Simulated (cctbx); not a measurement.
# What resolution and counting buy: Sc2Pb

Space group Fd-3m (no. 227, origin choice 1), a = 7.8500 Å, b = 7.8500 Å, c = 7.8500 Å, α = 90.00°, β = 90.00°, γ = 90.00°.

```
atom  mult.    x    y    z  Ueq (Å²)
 Pb1      8  1/4  3/4  1/4    0.0097
 Sc1     16  3/8  1/8  3/8    0.0196
```

This is a model crystal, built by substitution and not relaxed, with assumed displacement parameters.

Five simulated data sets (cctbx; Ag Kα, λ = 0.56087 Å; 2 % proportional error) differ in resolution or exposure (noise floor 4 counts in the first three, 8 in the last two). Each is refined with the right model, isotropic at 1.1 Å and anisotropic otherwise. How do the figures of merit and the uncertainties move?

```csv
d min (Å),top counts,"⟨I/σ⟩ (unmerged, absences included)",unique,param. (scale apart),Rint,R1,GooF,largest s.u. xyz (fractional),s.u. U of Sc1 (Å²),largest error (Å)
1.1,40000,8.1,16,2,0.017,0.0021,0.77,0.00000,0.0002,0.0000
0.84,40000,8.6,33,3,0.017,0.0023,0.93,0.00000,0.0001,0.0000
0.6,40000,8.0,78,3,0.019,0.0021,0.84,0.00000,0.0000,0.0000
0.75,300,1.2,45,3,0.134,0.0171,0.98,0.00000,0.0009,0.0000
0.75,3000,4.3,45,3,0.033,0.0047,0.99,0.00000,0.0002,0.0000
```

The number of reflections grows roughly as 1/d³: 16, 33 and 78 here. R1 follows the noise rather than the truth: at 300 counts it is 0.0171, at 3000 counts 0.0047, while GooF is 0.98 and 0.99: the weights 1/σ² carry the noise. The s.u. of U (U11 where anisotropic) for Sc1 goes 0.0002, 0.0001, 0.0000 Å² with resolution and 0.0009, 0.0002 Å² with exposure.

Hardware for the 0.6 Å refinement: 0.44 s on 1 thread of Arm Neoverse V2, on a shared host, peak memory 0.09 GiB.

[Logs are printed without paths, hosts, clocks, repeated set-up lines and the standing remarks that a program may print on its own settings, such as how far it seeks lower states.]
